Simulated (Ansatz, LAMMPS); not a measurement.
# Relaxing glassy 70SiO2-25ZnO-5Cr2O3 (mol %) (57 atoms), part 3 of 3

Wanted: the relaxed structure of glassy 70SiO2-25ZnO-5Cr2O3 (mol %) (57 atoms) and its electronic structure.

Ansatz 0.2.0; Kohn-Sham DFT, PBE, PAW (set soft_2), plane waves.

The cell: 14 Si, 5 Zn, 2 Cr and 36 O. The quench rate of 10 K/ps far exceeds what a furnace or splat quench reaches. The starting topology of bonds comes from the classical model. Without a Hubbard term or exact exchange, open shells on Cr are likely too delocalised.

So far, density (g/cm³): step 5 (local order after relaxation) 3.04.

## 6. Single point at the relaxed geometry

The electronic structure is read at the final geometry, in a run of its own.

input.yaml reads:

```yaml
crystal:
  lattice:
    - [9.14206, 0.0, 0.0]
    - [0.0, 9.14206, 0.0]
    - [0.0, 0.0, 9.14206]
  atoms:
    - { symbol: Si, position: [0.94911, 0.54642, 0.13508] }
    - { symbol: Si, position: [0.58066, 0.29554, 0.96591] }
    - { symbol: Si, position: [0.05414, 0.25261, 0.0071] }
    - { symbol: Si, position: [0.83983, 0.75164, 0.65021] }
    - { symbol: Si, position: [0.69793, 0.62391, 0.93572] }
    - { symbol: Si, position: [0.70995, 0.27673, 0.53592] }
    - { symbol: Si, position: [0.51499, 0.33479, 0.29967] }
    - { symbol: Si, position: [0.04292, 0.05464, 0.29043] }
    - { symbol: Si, position: [0.29978, 0.3585, 0.80154] }
    - { symbol: Si, position: [0.18918, 0.7805, 0.13558] }
    - { symbol: Si, position: [0.50058, 0.83608, 0.13015] }
    - { symbol: Si, position: [0.95948, 0.49932, 0.4631] }
    - { symbol: Si, position: [0.41389, 0.87375, 0.59003] }
    - { symbol: Si, position: [0.21311, 0.28363, 0.4724] }
    - { symbol: Zn, position: [0.11023, 0.95365, 0.79424] }
    - { symbol: Zn, position: [0.51937, 0.54958, 0.64491] }
    - { symbol: Zn, position: [0.8258, 0.08294, 0.788] }
    - { symbol: Zn, position: [0.3204, 0.73212, 0.82937] }
    - { symbol: Zn, position: [0.50934, 0.03008, 0.87478] }
    - { symbol: Cr, position: [0.61894, 0.68347, 0.38697], spin: -3.0 }
    - { symbol: Cr, position: [0.68839, 0.99767, 0.41804], spin: -3.0 }
    - { symbol: O, position: [0.3521, 0.52888, 0.78062] }
    - { symbol: O, position: [0.9112, 0.88238, 0.74386] }
    - { symbol: O, position: [0.59113, 0.36407, 0.62639] }
    - { symbol: O, position: [0.18492, 0.35207, 0.93578] }
    - { symbol: O, position: [0.09305, 0.16039, 0.15241] }
    - { symbol: O, position: [0.36058, 0.29973, 0.37633] }
    - { symbol: O, position: [0.12256, 0.43571, 0.43761] }
    - { symbol: O, position: [0.24162, 0.86744, 0.64538] }
    - { symbol: O, position: [0.64997, 0.45405, 0.93144] }
    - { symbol: O, position: [0.87252, 0.03603, 0.32132] }
    - { symbol: O, position: [0.86297, 0.36577, 0.52651] }
    - { symbol: O, position: [0.11015, 0.61885, 0.13848] }
    - { symbol: O, position: [0.74203, 0.80936, 0.51049] }
    - { symbol: O, position: [0.11339, 0.89353, 0.24874] }
    - { symbol: O, position: [0.68557, 0.15768, 0.92889] }
    - { symbol: O, position: [0.43877, 0.25685, 0.85732] }
    - { symbol: O, position: [0.88762, 0.55303, 0.30583] }
    - { symbol: O, position: [0.57014, 0.50146, 0.32575] }
    - { symbol: O, position: [0.74389, 0.11222, 0.59565] }
    - { symbol: O, position: [0.84307, 0.64921, 0.034] }
    - { symbol: O, position: [0.56742, 0.72354, 0.00227] }
    - { symbol: O, position: [0.12683, 0.1335, 0.43202] }
    - { symbol: O, position: [0.35693, 0.74674, 0.19055] }
    - { symbol: O, position: [0.72564, 0.65877, 0.75997] }
    - { symbol: O, position: [0.94044, 0.38164, 0.06541] }
    - { symbol: O, position: [0.51027, 0.29992, 0.12756] }
    - { symbol: O, position: [0.19047, 0.83127, 0.96199] }
    - { symbol: O, position: [0.24298, 0.28325, 0.65021] }
    - { symbol: O, position: [0.95699, 0.63345, 0.58208] }
    - { symbol: O, position: [0.62627, 0.84507, 0.26069] }
    - { symbol: O, position: [0.45824, 0.70589, 0.518] }
    - { symbol: O, position: [0.49412, 0.86574, 0.75342] }
    - { symbol: O, position: [0.64528, 0.22851, 0.37062] }
    - { symbol: O, position: [0.48223, 0.99386, 0.48321] }
    - { symbol: O, position: [0.45634, 0.99165, 0.06956] }
    - { symbol: O, position: [0.01117, 0.13746, 0.87561] }
magnetization:
  spin_polarized: true
kpoints:
  mp_grid: { grid: [2, 2, 2] }
hamiltonian:
  xc: pbe
scf:
  occupations: { method: fermi_dirac, width: 0.025 }
output:
  forces: true
  stress: true
  populations: intrinsic
  dos:
    method: { smearing: { sigma: 0.1 } }
    de: 0.1
    projected: { site_lists: { Cr: [Cr], O: [O], Si: [Si], Zn: [Zn] } }
  eigenvalues: true
  write_density: true
  write_potential: true
  volumetric_format: npy
```

Run with:

```console
> ansatz run input.yaml --threads 8 --pin off --max-ram 15872MiB --backend cpu --events-out ev --progress --plain --runs-dir out
```

Numbers of over 12 decimals in the logs are rounded to 6 here.

Log:

```text
[...]
Crystal: 57 atoms, lattice volume = 764.068 Å³
Basis set: ecut = 420 eV, 14939 PW (Γ), exchange–correlation on 128×128×128 points (8 copies of the dense FFT grid, shifted against one another)
Bands: 240, of which v1, the nominal top of the filled ones, is band 180 counted from 1 (179 counted from 0)
Symmetry: 1 space group operations
[...]
k-points: 8
[...]
Starting moments: Σ|m| = 6 μB on 2 of 57 sites
[...]
SCF iter   1: F=—  HF=-52752.866348 eV  |F-HF|=—  |Δ(HF+E_count)|=         —  Δρ=5.93e-2 (↑5.44e-2 ↓5.93e-2)  dr2=9.13e1  dr2_m=1.10e0  M=-6.000 μB ∫|m|=6.522 μB  β_m=0.30  ethr=3.10e-3  ⟨swp⟩=6.6  Hψ=16468  notcnv=0  defer=218
[...]
SCF iter  22: F=-52724.016108 eV  HF=-52724.016108 eV  |F-HF|=2.10e-8  |Δ(HF+E_count)|=   1.91e-8  Δρ=1.02e-6 (↑1.02e-6 ↓8.26e-7)  dr2=2.98e-8  dr2_m=2.66e-10  M=-0.000 μB ∫|m|=6.193 μB  ethr=5.86e-12  ⟨swp⟩=16.6  Hψ=31821  notcnv=0
SCF 1 converged in 22 iterations: F = -52724.016108 eV  dr2 = 2.98e-8
[...]
SCF converged after 22 iterations
Magnetization: -0.0000 μB (180.0000 up, 180.0000 down)
Absolute magnetization: 6.2095 μB (∫|ρ↑−ρ↓|, with the PAW one-centre terms)
[...]
Per-site moments (μB) at R_I (Å): [(-0.000183, 0.666019), (-2.7147235159674647e-5, 0.665090), (-7.376189311304302e-7, 0.665399), (1.8513641442846213e-5, 0.663509), (-2.7011501407142717e-5, [...]
Free energy (F): -52724.016108 eV
[...]
Internal energy: -52724.016108 eV  (E = F + TS)
E sigma→0 (E₀):  -52724.016108 eV
Entropy (-TS):   -0.000000 eV (-0.000 meV/atom)
Fermi energy:    5.468404 eV
[...]
--- Forces (eV/Å), atoms counted from 1 ---
  atom   1  Si     0.00049364    -0.00271551     0.00627866
  atom   2  Si     0.00350584     0.00664750    -0.00651968
  atom   3  Si    -0.00563519     0.00565998     0.00055723
  atom   4  Si    -0.00099062     0.00300174     0.00232345
  atom   5  Si    -0.00158117    -0.00825851    -0.00435107
  atom   6  Si    -0.00373910     0.00591860     0.00598248
  atom   7  Si    -0.00097516    -0.00244041     0.00029176
  atom   8  Si    -0.00643866     0.00061263     0.00295588
  atom   9  Si     0.00096317     0.00225274     0.00284885
  atom  10  Si     0.00157443    -0.00805219    -0.00087665
  atom  11  Si    -0.00342747     0.00785819    -0.00620960
  atom  12  Si    -0.00248837    -0.00111244    -0.00527666
  atom  13  Si    -0.00043676    -0.00769948    -0.00083237
  atom  14  Si     0.00277263     0.00838347    -0.00147745
[...]
atom  56  O     -0.00107492    -0.00178109     0.00034335
  atom  57  O     -0.00070652     0.00161016     0.00118005
  max |Σ_I F_I| component: 4.42e-5 eV/Å
--- Stress (GPa, compression-positive) ---
        2.412741      -0.057657       1.041766
       -0.057657       0.077235      -2.087693
        1.041768      -2.087692       0.540551
  P = ⅓ Tr σ = 1.0102 GPa (10.102 kbar)
--- Band table (eV; the first three rows and the last of 16) ---
[...]
--- intrinsic populations: 57 sites ---
  site symbol       q [e]    m [muB]
     0     Si      2.2420    -0.0006
     1     Si      2.2864    -0.0000
     2     Si      2.2620    -0.0000
[...]
56      O      7.1154     0.0000
  spilling = -0.000000 (of n_electrons = 360.000000)
```

It took 31 s on 8 threads of AMD EPYC 9R45, shared host; peak memory 7.9 GiB.

Numbers from this run:

| Property | Result |
| --- | --- |
| free energy | -52724.0161 eV |
| free energy per atom | -924.9827 eV/atom |
| SCF cycles | 22 |
| pressure | 1.01 GPa |
| r.m.s. force component | 0.00365 eV/Å |
| longest force | 0.01882 eV/Å |
| Fermi energy | 5.468 eV |
| gap (highest filled to lowest empty level) | 0.8719 eV |
| absolute moment | 6.21 μB |

Intrinsic-atomic-orbital charges by element and coordination:

| element | coordination | atoms | mean charge (e) | spread | least | most |
| --- | --- | --- | --- | --- | --- | --- |
| Cr | all | 2 | 1.25 | 0.05 | 1.20 | 1.30 |
| Cr | 4 | 1 | 1.20 | 0 | 1.20 | 1.20 |
| Cr | 6 | 1 | 1.30 | 0 | 1.30 | 1.30 |
| O | all | 36 | -0.941 | 0.0979 | -1.12 | -0.792 |
| O | 2 | 22 | -0.903 | 0.052 | -1.06 | -0.851 |
| O | 3 | 14 | -1.00 | 0.120 | -1.12 | -0.792 |
| Si | all | 14 | 1.71 | 0.0517 | 1.57 | 1.77 |
| Zn | all | 5 | 1.48 | 0.006 | 1.47 | 1.49 |

Magnetic moments by element and coordination:

| element | coordination | atoms | mean moment (μB) | spread | least | most |
| --- | --- | --- | --- | --- | --- | --- |
| Cr | all | 2 | 0.0867 | 2.23 | -2.14 | 2.31 |
| Cr | 4 | 1 | -2.14 | 0 | -2.14 | -2.14 |
| Cr | 6 | 1 | 2.31 | 0 | 2.31 | 2.31 |
| O | all | 36 | -6.0e-4 | 0.0081 | -0.0209 | 0.036 |
| O | 2 | 22 | 0.0012 | 0.0086 | -0.0129 | 0.036 |
| O | 3 | 14 | -0.0035 | 0.0062 | -0.0209 | 0.0023 |
| Si | all | 14 | 0 | 7.0e-4 | -0.0017 | 0.0013 |
| Zn | all | 5 | -7.0e-4 | 0.0015 | -0.0038 | 2.0e-4 |

Density of states as counts of states in windows of 1 eV (from the Fermi level), total and the larger projections:

| from (eV) | to (eV) | total up | total down | O p | Zn d | Si p | Cr d |
| --- | --- | --- | --- | --- | --- | --- | --- |
| -10 | -9 | 4.4 | 4.4 | 6.0 | 0.2 | 0.8 | 0.0 |
| -9 | -8 | 9.7 | 9.9 | 13.2 | 2.1 | 2.5 | 0.2 |
| -8 | -7 | 17.3 | 17.3 | 17.0 | 13.3 | 2.9 | 0.3 |
| -7 | -6 | 20.1 | 20.0 | 14.0 | 22.4 | 1.4 | 0.6 |
| -6 | -5 | 19.2 | 19.4 | 27.9 | 5.2 | 2.1 | 1.1 |
| -5 | -4 | 20.8 | 20.8 | 34.8 | 2.8 | 1.3 | 0.8 |
| -4 | -3 | 22.2 | 22.3 | 39.3 | 2.4 | 0.8 | 0.6 |
| -3 | -2 | 13.2 | 12.5 | 23.2 | 1.1 | 0.4 | 0.5 |
| -2 | -1 | 1.5 | 2.8 | 1.9 | 0.1 | 0.0 | 2.1 |
| -1 | 0 | 2.0 | 1.2 | 0.9 | 0.0 | 0.1 | 2.1 |
| 0 | 1 | 0.2 | 1.9 | 0.5 | 0.0 | 0.0 | 1.3 |
| 1 | 2 | 5.6 | 1.4 | 0.9 | 0.0 | 0.1 | 4.8 |
| 2 | 3 | 2.9 | 4.6 | 1.0 | 0.0 | 0.3 | 3.7 |
| 3 | 4 | 2.5 | 3.4 | 0.9 | 0.0 | 0.5 | 0.7 |
| 4 | 5 | 3.7 | 3.9 | 0.8 | 0.0 | 1.4 | 0.1 |

Between -26 and -10 eV lie 83 more states.

About 16 of the 360 electrons lie in deeper levels, below the stored range.

The levels nearest the highest filled one (over half full), pooled over k-points and spins:

| level less the highest filled one (eV) | occupation |
| --- | --- |
| -0.0101 | 1 |
| -0.008 | 1 |
| -0.0078 | 1 |
| -0.0066 | 1 |
| -0.0028 | 1 |
| 0 | 1 |
| 0.872 | 0 |
| 0.872 | 0 |
| 0.875 | 0 |
| 0.876 | 0 |
| 0.879 | 0 |
| 0.881 | 0 |

Spin density in the bc plane at fractional x = 0.501, with atoms of Si and Zn and O within 0.2 Å of it.

Ten even steps from '_' (-8.21 × 1e-2 e/Å³) to '@' (6.90 × 1e-2 e/Å³), each cell a mean:
```
++++++++++++++++++++++++++++++++++++++++++++++++++++
++++++++++++++++++++++++++++++++++++++++++++++++++++
++++++++++++++++++++++++++++++++++++++++++++++++++++
++++++++++++++++++++++++++++++++++++++++++++++++++++
++++++++++++++++++++++++++++++++++++++++++++++++++++
++++++++++++++++++++++++++++++++++++++++++++++++++++
++++++++++++++++++++++++++++++++++++++++++++++++++++
++++++++++++++++++++++++++++++++++++++++++++++++++++
++++++++++++++++++++++++++++==++++++++++++++++++++++
++++++++++++++++++++++++++++++++++======++++++++++++
**++++++++++++++++++++++++++++++++==--==++++++++++**
****++++++++++++++++++++++++++++++**@@##++++++++++++
==**++++++++++++++++++++++++++++++**##**++++++++++--
++++++++++++++++++++++++++++++==------====++++++++++
++++++++++++++++++++++====++++==::____..--==++++++++
++++++++++++++++++++====--==++++--..__..--++++++++++
++++++++++++++++++++========++++==--::--==++++++++++
++++++++++++++++++++++==++++++++========++++++++++++
++++++++++++++++++++++++++++++++++++++++++++++++++++
++++++++++++++++++++++++++++++++++++++++++++++++++++
++++++++++++++++++++++++++++++++++++++++++++++++++++
++++++++++++++++++++++++++++++++++++++++++++++++++++
++++++++++++++++++++++++++++++++++++++++++++++++++++
++++++++++++++++++++++++++++++++++++++++++++++++++++
```
Columns run along b (9.1 Å), rows up along c (9.1 Å). Atoms in or near the plane, at fractional coordinates: Si at (0.33, 0.30), Si at (0.84, 0.13), Zn at (0.55, 0.64), Zn at (0.03, 0.87), O at (0.30, 0.13), O at (0.87, 0.75), O at (0.99, 0.48).

Electrostatic potential energy in the bc plane at fractional x = 0.501, with atoms of Si and Zn and O within 0.2 Å of it. With pseudopotentials it is smooth inside the atoms' cores, unlike the true potential.

Ten even steps from '_' (-42 eV) to '@' (11 eV), each cell a mean:
```
****##%%%%%%**====**%%@@@@@@@@@@@@@@####%%@@@@@@%%##
::::==##%%%%**++++##%%@@@@@@@@@@@@@@@@@@@@@@@@@@##==
____::++%%##++==##%%%%@@@@@@@@@@@@@@@@@@@@@@@@@@**::
....--**%%%%++++%%@@@@@@@@@@@@@@@@@@@@@@@@@@%%%%##--
====++%%@@@@%%%%@@@@@@@@@@@@@@@@@@@@@@@@@@++::--****
%%%%%%@@@@@@@@@@@@@@@@@@@@%%##%%%%@@@@@@%%::____==%%
@@@@@@@@@@@@@@@@@@@@@@@@##++====##%%@@@@%%==....**@@
@@@@@@@@@@@@@@@@@@@@@@%%++::....==%%@@@@@@##++**%%@@
@@@@@@@@@@@@@@@@@@@@@@%%==..__..==%%@@@@%%##**####%%
@@@@@@@@@@@@@@@@@@@@@@%%**--::--++%%%%%%%%##++++##%%
**%%@@@@@@@@@@@@@@@@@@@@%%******##++::==####****##**
..==@@@@@@@@@@@@@@@@@@@@@@@@%%%%%%--..::##%%%%%%++..
__==@@@@@@@@@@@@@@@@@@@@@@@@@@@@%%**==**%%@@@@@@++__
==##@@@@@@@@@@%%%%%%%%@@@@@@@@@@%%%%%%%%@@@@@@@@%%++
@@@@@@@@@@@@%%**++==**%%%%@@@@@@%%%%%%%%@@@@@@@@@@@@
@@@@@@@@@@%%##::____--####**%%@@%%%%%%%%@@@@@@@@@@@@
@@@@@@@@@@%%**..____..**##**%%@@@@@@%%@@@@@@@@@@@@@@
@@@@@@@@@@%%**::____::##%%@@@@@@@@@@@@@@%%%%%%%%@@@@
@@@@@@@@@@@@%%++--==**%%@@@@@@@@@@@@@@%%**++++**%%@@
@@@@@@@@@@@@##::::++%%@@@@@@@@@@@@@@%%##--____--##@@
##@@@@@@@@@@==____--%%@@@@@@@@@@@@@@%%**..____..**##
--##@@@@@@@@++....==@@@@@@@@@@@@@@@@%%**::____::++::
::**@@@@@@@@%%**++%%@@@@@@@@@@@@@@@@%%##**----****::
**%%@@@@@@%%##****##%%@@@@@@@@@@@@@@**++##%%%%%%%%**
```
Columns run along b (9.1 Å; values clipped at the 3rd and 97th percentile), rows up along c (9.1 Å). Atoms in or near the plane, at fractional coordinates: Si at (0.33, 0.30), Si at (0.84, 0.13), Zn at (0.55, 0.64), Zn at (0.03, 0.87), O at (0.30, 0.13), O at (0.87, 0.75), O at (0.99, 0.48).

Mean intrinsic-atomic-orbital charges: Cr +1.25, O -0.94, Si +1.71, Zn +1.48 e. The cell holds a total moment of -4.0e-8 μB, from site moments of up to 2.3 μB that point both ways; no search proves this magnetic order the lowest. The largest share in the top eV of filled states is Cr d (71 % of the projected weight), and in the lowest eV of empty states Cr d (69 % of the projected weight).

A closer look about Cr20, one of the 2 Cr atoms: 13 atoms, nearest first, numbered in the order of the input, with positions taken from that point.

| atom | x | y | z | distance (Å) | bonds | intrinsic-atomic-orbital charge (e) | moment (μB) |
| --- | --- | --- | --- | --- | --- | --- | --- |
| Cr20 | 0.00 | 0.00 | 0.00 | 0.00 | 4 | 1.20 | -2.14 |
| O39 | -0.45 | -1.66 | -0.56 | 1.81 | 2 | -0.85 | -0.01 |
| O51 | 0.07 | 1.48 | -1.15 | 1.88 | 3 | -0.79 | -0.02 |
| O52 | -1.47 | 0.20 | 1.20 | 1.91 | 3 | -0.92 | -0.01 |
| O34 | 1.13 | 1.15 | 1.13 | 1.97 | 3 | -0.83 | -0.01 |
| Zn16 | -0.91 | -1.22 | 2.36 | 2.81 | 4 | 1.48 | 0.00 |
| O38 | 2.46 | -1.19 | -0.74 | 2.83 | 2 | -0.89 | 0.00 |
| Si11 | -1.08 | 1.40 | -2.35 | 2.94 | 4 | 1.64 | 0.00 |
| Cr21 | 0.63 | 2.87 | 0.28 | 2.96 | 6 | 1.30 | 2.31 |
| O44 | -2.40 | 0.58 | -1.80 | 3.05 | 2 | -0.90 | 0.00 |
| Si13 | -1.87 | 1.74 | 1.86 | 3.16 | 4 | 1.57 | 0.00 |
| Si4 | 2.02 | 0.62 | 2.41 | 3.20 | 4 | 1.70 | 0.00 |
| O55 | -1.25 | 2.84 | 0.88 | 3.22 | 2 | -0.90 | 0.01 |

The column of bonds counts only the pairs O-Si within 2.08 Å, O-Zn within 2.50 Å, O-Cr within 2.58 Å; other neighbours, such as metal atoms beside each other in a compound, aren't counted, and periodic images can show an atom twice.

## 7. Summary of results

```
energy change in the relaxation                  : -77.39 meV/atom
r.m.s. displacement                              : 0.271 Å
largest displacement                             : 0.574 Å
free energy per atom                             : -924.9827 eV/atom
pressure                                         : 1.01 GPa
r.m.s. force component                           : 0.00365 eV/Å
gap (highest filled to lowest empty level) : 0.8719 eV
wall time of the 3 DFT runs                      : 3.5 min
```

What this shows: Relaxation lowers the energy by 77.4 meV/atom and moves atoms by 0.27 Å r.m.s.; the r.m.s. force component goes from 1.6 to 0.0037 eV/Å, the pressure goes from 4.1 to 1.0 GPa, and the gap from 0.802 to 0.872 eV. By the final cutoffs 1 of 87 bonded pairs parted and 0 joined. First to last step the energy falls by 4.411 eV; the largest move, 0.57 Å, is that of Cr20. The O-Cr bonds change most in mean length: from 2.073 Å (spread 0.142) to 1.972 Å (spread 0.101), and their number from 11 to 10. Counting bonds as in the table, 50 % of Cr atoms have 4 and as many 6, 61 % of O atoms have 2, all Si atoms have 4 and all Zn atoms have 4 bonded neighbours. Counting bonds to Si alone, not to Cr and Zn, 56 % of the oxygens join two of these atoms and 44 % one. Between filled and empty levels lie 0.872 eV (on the run's k-points); a semilocal functional tends to put such gaps too low. In a disordered cell it changes from sample to sample, and tail or defect levels can set it. The cell holds a total moment of -4.0e-8 μB, from site moments of up to 2.3 μB that point both ways; no search proves this magnetic order the lowest.

**Limits.** The starting topology of bonds comes from the classical model; in DFT 1 of its 87 bonded pairs passed out of the cutoffs and 0 came within them. The run was spin polarised, started with 2 parallel moments, ending at 0.0 μB in the cell; that starting order needn't be the real material's, and it bears on forces, charges and levels. With open d shells in the cell, the gap can be one between d levels of these ions, not the gap of the host.

[Logs are printed without paths, hosts, clocks, repeated set-up lines and the standing remarks that a program may print on its own settings, such as how far it seeks lower states.]

[Hosts, paths, dates, database ids (printed as entryN), source tags and the programs' standing remarks are cut or masked in the printed files.]
